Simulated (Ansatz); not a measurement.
# Phonons of AlN (P6_3mc) against volume, part 2 of 3

Wanted: Grüneisen parameters and pressure coefficients of the modes of AlN (P6_3mc).

Ansatz 0.2.0; DFT LDA, scalar-relativistic, plane waves, PAW; PAW set soft_1.

So far: The starting structure; Relaxation.

The database entry behind the starting cell differs from later determinations by our own check (inner coordinate u about 0.002 short), so it need not match the best structure at ambient conditions.

### Step 3. Tight relaxation

Phonons need small forces and stress, so the relaxation is finished with tight tolerances on 9×9×6 k points.

input.yaml reads:

```yaml
crystal:
  lattice:
    - [3.0886224675, 0.0, 0.0]
    - [-1.5443112337, 2.6748255195, 0.0]
    - [0.0, 0.0, 4.9431753226]
  atoms:
    - { symbol: "N", position: [0.3333333333, 0.6666666667, 0.3809902453] }
    - { symbol: "N", position: [0.6666666667, 0.3333333333, 0.8809902453] }
    - { symbol: Al, position: [0.3333333333, 0.6666666667, -0.0009902453] }
    - { symbol: Al, position: [0.6666666667, 0.3333333333, 0.4990097547] }
kpoints:
  mp_grid: { grid: [9, 9, 6] }
hamiltonian:
  xc: lda
  pseudopotentials: { kind: paw, azcp: { folder: soft_1 }, xc_functional: pbe }
scf:
  occupations: { method: fixed }
output:
  forces: true
  stress: true
  eigenvalues: true
  write_density: true
  write_potential: true
  elf: true
  volumetric_format: npy
relax:
  adjacent_minimum: "off"
  f_tol: 0.001
  max_steps: 60
  cell: { stress_tol: 0.01 }
```

Run with:

```bash
$ ansatz run input.yaml --threads 8 --pin off --max-ram 16384MiB --backend cpu --events-out ev --progress --plain --runs-dir out
```

Numbers of over 12 decimals in the logs are rounded to 6 here.

Output:

```text
[...]
Crystal: 4 atoms, lattice volume = 40.838 Å³
Basis set: ecut = 420 eV, 785 PW (Γ)
Bands: 12, of which v1, the nominal top of the filled ones, is band 8 counted from 1 (7 counted from 0)
Symmetry: 12 space group operations
[...]
k-points: 48 of 486 (time reversal used)
[...]
--- Relaxed structure (1 steps of the walk, 1 accepted, 1 SCFs on fresh bases) ---
[...]
cell:  # Å, volume = 40.8382 Å³
    - [3.088622, -2.88675155478305e-11, 0.0]
    - [-1.544311, 2.674826, 0.0]
    - [0.0, 0.0, 4.9431753226]
  atoms:
    - { symbol: N, position: [0.333333, 0.666667, 0.380990] }
    - { symbol: N, position: [0.666667, 0.333333, 0.880990] }
    - { symbol: Al, position: [0.333333, 0.666667, -0.000990245] }
    - { symbol: Al, position: [0.666667, 0.333333, 0.499010] }
[key lines of the parts left out:]
SCF converged after 5 iterations
Free energy (F): -1779.712745 eV
Fermi energy:    7.095270 eV
P = ⅓ Tr σ = -0.0024 GPa (-0.024 kbar)
```

Run time: 0.87 s. Hardware: 8 threads of AMD EPYC 7B13 (Zen 3), shared host; peak memory 0.42 GiB; 4.9 s of CPU time.

Little changed from the start: no atom moved by 0.005 Å and no cell edge by 0.1 %.

Numbers from this step:

```
pressure : -0.002424 GPa
```

Electrostatic potential energy in the ac plane at fractional y = 0.333, with atoms of N and Al within 0.2 Å of it. With pseudopotentials it is smooth inside the atoms' cores, unlike the true potential.

Ten even steps from '_' (-33 eV) to '@' (11 eV):
```
%%########%%%%%%++::____..==##%%
%%%%######%%%%##--________..**%%
@@%%%%%%%%%%@@**::________..++%%
@@@@@@@@@@@@@@##--________::**@@
@@@@@@@@@@@@@@%%++::____..==%%@@
@@@@@@@@@@@@@@@@%%**====++##@@@@
@@@@@@@@@@@@@@@@@@%%####%%%%@@@@
@@@@@@@@@@@@@@%%%%##****####%%@@
@@@@@@@@@@@@%%##**++++++++**##%%
%%@@@@@@@@@@%%**++**####**++++##
%%@@@@@@@@%%##++**%%@@@@%%**++**
%%@@@@@@@@%%**++**@@@@@@@@##++**
%%@@@@@@@@%%**++##@@@@@@@@##++**
%%@@@@@@@@%%##++**%%@@@@@@**++**
%%@@@@@@@@@@%%**++**####**++**##
@@@@@@@@@@@@%%##**++++++++**##%%
@@@@@@@@@@@@@@%%%%##******##%%@@
@@@@@@@@@@@@@@@@@@%%%%%%%%%%@@@@
@@@@@@@@@@@@@@@@@@@@@@@@@@@@@@@@
@@@@@@@@@@@@@@@@@@@@@@@@@@@@@@@@
@@@@@@@@@@@@@@@@@@@@@@@@@@@@@@@@
@@%%%%%%%%%%@@@@@@@@@@@@@@@@@@@@
%%%%######%%%%@@@@@@@@@@@@@@@@@@
%%##****####%%@@@@@@%%%%@@@@@@%%
%%##****####%%%%%%**====++##%%%%
```
Columns run along a (3.1 Å; values clipped at the 3rd and 97th percentile), rows up along c (4.9 Å). Atoms in or near the plane, at fractional coordinates: N at (0.67, 0.88), Al at (0.67, 0.50).

ELF in the ac plane at fractional y = 0.333, with atoms of N and Al within 0.2 Å of it. It is the smooth field of the valence electrons, not physical close to the nuclei.

Ten even steps from '0' (0.00) to '9' (0.87):
```
8521479998768999
8522479996325899
8522479985103799
7421368986325898
6311257898778998
5211146899999987
3100125789999986
2100113579999864
1111112346777532
2222221111111111
4455443100000002
6777765200110014
7888887410120026
8888887520000047
8888887630000157
7888877531000257
7777776531111246
5667665321101234
4566543211000113
2344432110000011
1223221111111111
1111111223333322
2111123566676654
5211246788888887
7411368999889998
```
Columns run along a (3.1 Å), rows up along c (4.9 Å). Atoms in or near the plane, at fractional coordinates: N at (0.67, 0.88), Al at (0.67, 0.50).

Valence density in the ac plane at fractional y = 0.333, with atoms of N and Al within 0.2 Å of it. It is the smooth field of the valence electrons, not physical close to the nuclei.

Ten even steps from '_' (0.1 e/Å³) to '@' (3.5 e/Å³):
```
____________..::==**%%%%##==::..
..__________..--++%%@@@@@@**--::
..__________..--**@@@@@@@@##--::
____________..::++%%@@@@@@**--..
____________..::--**%%%%**==::..
______________..::--====--::..__
________________..::::::::....__
__________________..........____
________________________________
________________________________
________________________________
________________________________
____....________________________
............____________________
..............__________________
............____________________
____......______________________
________________________________
________________________________
________________________________
________________________________
________________________________
________________________________
________________......::......__
____________....::--====--::....
```
Columns run along a (3.1 Å), rows up along c (4.9 Å). Atoms in or near the plane, at fractional coordinates: N at (0.67, 0.88), Al at (0.67, 0.50).

The largest force component left is 0.030 meV/Å and the pressure is -0.002 GPa, within the tolerances set. The cell now holds 10.21 Å³/atom.

### Step 4. Modes at rest

The modes at rest are the reference of the series, and the response to a field gives the dielectric tensor and the Born charges.

input.yaml: that of step 3 with these lines changed.

```diff
@@ -18,13 +18,7 @@
 output:
-  forces: true
-  stress: true
   eigenvalues: true
-  write_density: true
-  write_potential: true
-  elf: true
-  volumetric_format: npy
-relax:
-  adjacent_minimum: "off"
-  f_tol: 0.001
-  max_steps: 60
-  cell: { stress_tol: 0.01 }
+phonons:
+  method: dfpt
+  dielectric: true
+  rigid_motions: translations
+  raman: true
```

Output:

```text
[...]
Crystal: 4 atoms, lattice volume = 40.838 Å³
Basis set: ecut = 420 eV, 785 PW (Γ), exchange–correlation on 48×48×72 points (8 copies of the dense FFT grid, shifted against one another)
Bands: 12, of which v1, the nominal top of the filled ones, is band 8 counted from 1 (7 counted from 0)
Symmetry: 12 space group operations
k-points: 140 of 486 (irreducible under 2 space group operations, time reversal used)
[...]
SCF iter   1: F=—  HF=-1782.778199 eV  |F-HF|=—  |Δ(HF+E_count)|=         —  Δρ=1.38e-1  dr2=9.31e0  ethr=3.10e-3  ⟨swp⟩=4.8  Hψ=9103  notcnv=0  defer=118
[...]
SCF iter   8: F=-1779.712745 eV  HF=-1779.712745 eV  |F-HF|=4.14e-11  |Δ(HF+E_count)|=  8.91e-11  Δρ=4.79e-7  dr2=6.25e-11  ethr=1.00e-12  ⟨swp⟩=6.9  Hψ=9736  notcnv=0
SCF 1 converged in 8 iterations: F = -1779.712745 eV  dr2 = 6.25e-11
[...]
NSCF: frozen V_eff on 4 k-points
DFPT response loops at Γ: preconditioner auto → none (the input reference at scf.mixing.eps_inf says where Resta's filter doesn't serve); β = 0.50; Broyden in place of MSR1
── the response to a field inside a basis, on 14×14×8 k-points: an SCF that follows is theirs, and a resumed run solves both again ──
Bands: 9, of which v1, the nominal top of the filled ones, is band 8 counted from 1 (7 counted from 0)
k-points: 224 of 1568 (irreducible under 4 space group operations, time reversal used)
[...]
Eigensolver: Dense (224 Hₖ)
SCF iter   1: F=—  HF=-1779.715027 eV  |F-HF|=—  |Δ(HF+E_count)|=         —  Δρ=4.18e-4  dr2=9.87e-6  ethr=1.00e-1
[...]
SCF iter   5: F=-1779.715029 eV  HF=-1779.715029 eV  |F-HF|=9.09e-13  |Δ(HF+E_count)|=  4.09e-10  Δρ=1.57e-7  dr2=4.21e-12  ethr=2.37e-11
SCF 1 converged in 5 iterations: F = -1779.715029 eV  dr2 = 4.21e-12
[...]
SCF converged after 8 iterations
Free energy (F): -1779.712745 eV
[...]
Internal energy: -1779.712745 eV  (E = F + TS)
E sigma→0 (E₀):  -1779.712745 eV
Fermi energy:    7.095272 eV
[...]
--- Band table (eV; the first three rows and the last of 140) ---
  k-point 0: bands = [... 4 lower, 6.2090, 6.8672, 6.8672, 7.0953, 11.5111, 13.8318, 17.7538, 18.2026]
  k-point 1: bands = [... 4 lower, 6.2507, 6.4977, 6.8205, 6.8205, 11.9883, 13.9061, 17.5741, 18.1707]
  k-point 2: bands = [... 4 lower, 6.3658, 6.3658, 6.6950, 6.6950, 12.9180, 13.9913, 17.2792, 18.2228]
  k-point 139: bands = [... 4 lower, 4.4644, 4.4644, 5.9916, 5.9916, 13.6393, 13.6393, 16.4203, 16.4203]
--- Phonons (Γ-DFPT): 4 representative perturbations + reference, on 140 of 486 k-points (Σ response iterations 12) ---
  k mesh reduced under 2 symmetry operations, with k and −k counted as one. Each operation leaves every solved perturbation unchanged. A smaller set is not considered because the run solves the response to a homogeneous field
  ASR residual: 7.715e-5 → 0.000e0 eV/Å²; symmetrization residual: 4.451e-6 eV/Å²
  ASR residual per site (eV/Å²): 7.71e-5 7.71e-5 6.58e-5 6.58e-5
  Γ frequencies (cm⁻¹): 0.00 0.00 0.00 239.52 239.52 553.57 620.94 667.53 667.53 678.89 678.89 729.81
  ε∞ (high-frequency dielectric tensor):
        4.398629     0.000000    -0.000000
        0.000000     4.398629     0.000000
       -0.000000     0.000000     4.621407
  ε⁰ (static dielectric tensor: ions relaxed, cell fixed):
        8.013089     0.000000     0.000000
        0.000000     8.013089     0.000000
        0.000000     0.000000     9.511176
  ε⁰ − ε∞ (ionic part):
        3.614460     0.000000     0.000000
        0.000000     3.614460     0.000000
        0.000000     0.000000     4.889769
  softest optical mode at Γ: 239.52 cm⁻¹; the repairs (sum rule, projections) moved no ω² at Γ by more than (1.59 cm⁻¹)²
  Born effective charges Z* (e; rows j = field, columns β = displacement):
    site 0:
        -2.52468   -0.00000    0.00000
        -0.00000   -2.52468    0.00000
         0.00000    0.00000   -2.68581
    site 1:
        -2.52468   -0.00000   -0.00000
        -0.00000   -2.52468   -0.00000
        -0.00000   -0.00000   -2.68581
    site 2:
         2.52468    0.00000   -0.00000
         0.00000    2.52468    0.00000
         0.00000    0.00000    2.68581
    site 3:
         2.52468    0.00000   -0.00000
         0.00000    2.52468    0.00000
         0.00000    0.00000    2.68581
  Z* charge neutrality: 2.886e-4 e pre-enforcement
  solved inside a basis spanned on kpoints, on 14×14×8 k-points: ε∞ is read to err by 1.2e-2, Z* by 9.0e-3 e (field_mesh: kpoints solves on kpoints); Z* is corrected for what the basis lacks
  Raman tensors (in the event stream and the table raman_tensors.tsv): an entry may err by 1.3e-3 Å², one of the second-order susceptibility by 4.2e-3 pm/V (basis, points and sum rule); their sum over the sites missed zero by 2.875e-5 Å² ahead of its enforcement
  optical modes at Γ without the LO–TO term, one row a degenerate level:
      ω (cm⁻¹)  modes    IR ((D/Å)²/amu)  static Raman (Å⁴/amu)  depolarisation
        239.52      2             0.0000                 0.1245           0.750
        553.57      1             0.0000                 0.0000               —
        620.94      1            36.0988                21.4117           0.747
        667.53      2             0.0000                19.1058           0.750
        678.89      2            63.7948                 9.8875           0.750
        729.81      1             0.0000                 0.0000               —
  optical modes at Γ + LO–TO along q̂ = [1.0000, 0.0000, 0.0000]:
      ω (cm⁻¹)  modes    IR ((D/Å)²/amu)  static Raman (Å⁴/amu)  depolarisation
        239.52      2             0.0000                 0.1245           0.750
        553.57      1             0.0000                 0.0000               —
        620.94      1            36.0988                21.4117           0.747
        667.53      2             0.0000                19.1058           0.750
        678.89      1            31.8974                 4.9438           0.750
        729.81      1             0.0000                 0.0000               —
        916.31      1            31.8974                 5.2751           0.750
  optical modes at Γ + LO–TO along q̂ = [0.0000, 1.0000, 0.0000]:
      ω (cm⁻¹)  modes    IR ((D/Å)²/amu)  static Raman (Å⁴/amu)  depolarisation
        239.52      2             0.0000                 0.1245           0.750
        553.57      1             0.0000                 0.0000               —
        620.94      1            36.0988                21.4117           0.747
        667.53      2             0.0000                19.1058           0.750
        678.89      1            31.8974                 4.9438           0.750
        729.81      1             0.0000                 0.0000               —
        916.31      1            31.8974                 5.2751           0.750
  optical modes at Γ + LO–TO along q̂ = [0.0000, 0.0000, 1.0000]:
      ω (cm⁻¹)  modes    IR ((D/Å)²/amu)  static Raman (Å⁴/amu)  depolarisation
        239.52      2             0.0000                 0.1245           0.750
        553.57      1             0.0000                 0.0000               —
        667.53      2             0.0000                19.1058           0.750
        678.89      2            63.7948                 9.8875           0.750
        729.81      1             0.0000                 0.0000               —
        890.80      1            36.0988                10.2623           0.557
```

It took 52 s on 8 threads; peak memory 1.6 GiB.

This step gave:

```yaml
sum_rule_residual_before_enforcement: 7.71e-5 eV/Å²
miss_of_the_charge_sum_rule: 2.89e-4 e
estimated_error_of_the_dielectric_tensor: 0.01245
estimated_error_of_the_born_charges: 0.008994 e
point_group: 6mm
highest_optical_mode_at_the_zone_centre_no_lo_to_term: 729.8 cm⁻¹
lowest_optical_zone_centre_mode: 239.5 cm⁻¹
mean_high_frequency_dielectric_constant: 4.473
largest_born_charge_third_of_the_trace: -2.578 e
mean_static_dielectric_constant: 8.512
top_of_the_zone_centre_spectrum_with_the_field: 916.3 cm⁻¹
```

Without the LO-TO term. Patterns of degenerate modes are one choice out of their space. The modes at Γ (shares of kinetic energy by element, %):

| mode | frequency (cm⁻¹) | symmetry | N % | Al % |
| --- | --- | --- | --- | --- |
| 1 | 0.0 | acoustic | 34 | 66 |
| 2 | 0.0 | acoustic | 34 | 66 |
| 3 | 0.0 | acoustic | 34 | 66 |
| 4 | 239.5 | E2 | 29 | 71 |
| 5 | 239.5 | E2 | 29 | 71 |
| 6 | 553.6 | B1 | 0 | 100 |
| 7 | 620.9 | A1 | 66 | 34 |
| 8 | 667.5 | E2 | 71 | 29 |
| 9 | 667.5 | E2 | 71 | 29 |
| 10 | 678.9 | E1 | 66 | 34 |
| 11 | 678.9 | E1 | 66 | 34 |
| 12 | 729.8 | B1 | 100 | 0 |

Displacements in mode 4 (239.5 cm⁻¹), the largest set to 1:
```
N1   0.00 -0.89  0.00
N2   0.00  0.89  0.00
Al3  0.00  1.00  0.00
Al4  0.00 -1.00  0.00
```

Displacements in mode 12 (729.8 cm⁻¹), the largest set to 1:
```
N1   0.00  0.00  1.00
N2   0.00  0.00 -1.00
Al3  0.00  0.00  0.00
Al4  0.00  0.00  0.00
```

Optical modes at the zone centre, without and with the macroscopic field of the longitudinal modes; each column is sorted by frequency, so a row need not hold one and the same mode. Modes with and without the field, by row:

| rank among optical modes | no field (cm⁻¹) | q along (1, 0, 0) (cm⁻¹) | q along (0, 0, 1) (cm⁻¹) |
| --- | --- | --- | --- |
| 1 | 239.5 | 239.5 | 239.5 |
| 2 | 239.5 | 239.5 | 239.5 |
| 3 | 553.6 | 553.6 | 553.6 |
| 4 | 620.9 | 620.9 | 667.5 |
| 5 | 667.5 | 667.5 | 667.5 |
| 6 | 667.5 | 667.5 | 678.9 |
| 7 | 678.9 | 678.9 | 678.9 |
| 8 | 678.9 | 729.8 | 729.8 |
| 9 | 729.8 | 916.3 | 890.8 |

Born charge (rows field, columns displacement) (e), principal values of the symmetric part by kind of site:

| atom | atoms with these values | low | middle | high | mean |
| --- | --- | --- | --- | --- | --- |
| N1 | 2 | -2.69 | -2.52 | -2.52 | -2.58 |
| Al3 | 2 | 2.52 | 2.52 | 2.69 | 2.58 |

In full for N1:

```
-2.52  0.00  0.00
 0.00 -2.52  0.00
 0.00  0.00 -2.69
```

High-frequency dielectric tensor:

```
4.40 0.00 0.00
0.00 4.40 0.00
0.00 0.00 4.62
```

Static dielectric tensor (ions relaxed, fixed cell):

```
8.01 0.00 0.00
0.00 8.01 0.00
0.00 0.00 9.51
```

Transverse modes. Lines of the infrared spectrum (strongest = 100):

| position (cm⁻¹) | label | relative intensity |
| --- | --- | --- |
| 240 | E2 | 0.0 |
| 554 | B1 | 0.0 |
| 621 | A1 | 57 |
| 668 | E2 | 0.0 |
| 679 | E1 | 100 |
| 730 | B1 | 0.0 |

Activity x (w_L - w)^4 (n + 1)/w, 532 nm, 300 K; modes without the macroscopic field alone. Raman lines, with heights relative to the strongest:

| position (cm⁻¹) | label | relative intensity |
| --- | --- | --- |
| 240 | E2 | 2.3 |
| 554 | B1 | 0.0 |
| 621 | A1 | 100 |
| 668 | E2 | 81 |
| 679 | E1 | 41 |
| 730 | B1 | 0.0 |

Before it was imposed, the acoustic sum rule was missed by 7.7e-5 eV/Å² and the charge sum rule by 2.9e-4 e. Small misses are needed for a sound result but don't prove that mesh and cutoff are converged. The lowest optical mode is real, 240 cm⁻¹.

### Step 5. Relaxation of a member: 1.06 times the volume at rest

The cell is set to 1.06 times the volume at rest, and shape and atoms relax at that volume.

input.yaml, the sections that differ from step 4:

```yaml
crystal:
  lattice:
    - [3.1466311261, 0.0, 0.0]
    - [-1.573315563, 2.7250624915, 0.0]
    - [0.0, 0.0, 5.0483547261]
  atoms:
    - { symbol: "N", position: [0.3333333333, 0.6666666667, 0.3806475438] }
    - { symbol: "N", position: [0.6666666667, 0.3333333333, 0.8806475438] }
    - { symbol: Al, position: [0.3333333333, 0.6666666667, -0.0006475438] }
    - { symbol: Al, position: [0.6666666667, 0.3333333333, 0.4993524562] }
output:
  forces: true
  stress: true
  eigenvalues: true
relax:
  adjacent_minimum: "off"
  f_tol: 0.001
  max_steps: 60
  cell: { stress_tol: 0.01, fix: [volume] }
# kpoints, hamiltonian, scf: as in step 4
# phonons: removed
```

Output:

```text
[...]
Crystal: 4 atoms, lattice volume = 43.288 Å³
Basis set: ecut = 420 eV, 845 PW (Γ)
Bands: 12, of which v1, the nominal top of the filled ones, is band 8 counted from 1 (7 counted from 0)
Symmetry: 12 space group operations
[...]
k-points: 48 of 486 (time reversal used)
[...]
cell:  # Å, volume = 43.2885 Å³
    - [3.145533, -2.8857343077145338e-11, 0]
    - [-1.572766, 2.724111, 0]
    - [1.4793537851792936e-19, 0, 5.051881]
  atoms:
    - { symbol: N, position: [0.333333, 0.666667, 0.380508] }
    - { symbol: N, position: [0.666667, 0.333333, 0.880508] }
    - { symbol: Al, position: [0.333333, 0.666667, -0.000508276] }
    - { symbol: Al, position: [0.666667, 0.333333, 0.499492] }
[key lines of the parts left out:]
SCF converged after 3 iterations
Free energy (F): -1779.624948 eV
Fermi energy:    6.454753 eV
P = ⅓ Tr σ = -10.9486 GPa (-109.486 kbar)
```

Wall time 1.8 s (8 threads); peak memory 0.43 GiB; 11 s of CPU time.

Little changed from the start: no atom moved by 0.005 Å and no cell edge by 0.1 %.

Numbers from this step:

* pressure: -10.95 GPa
* gap on the k-mesh: 3.926 eV
* volume per atom: 10.82 Å³

The largest force component left is 0.032 meV/Å, at a pressure of -10.95 GPa.

(Part 2 of 3 ends here.)

[Logs are printed without paths, hosts, clocks, repeated set-up lines and the standing remarks that a program may print on its own settings, such as how far it seeks lower states.]

[Hosts, paths, dates, database ids (printed as entryN), source tags and the programs' standing remarks are cut or masked in the printed files.]
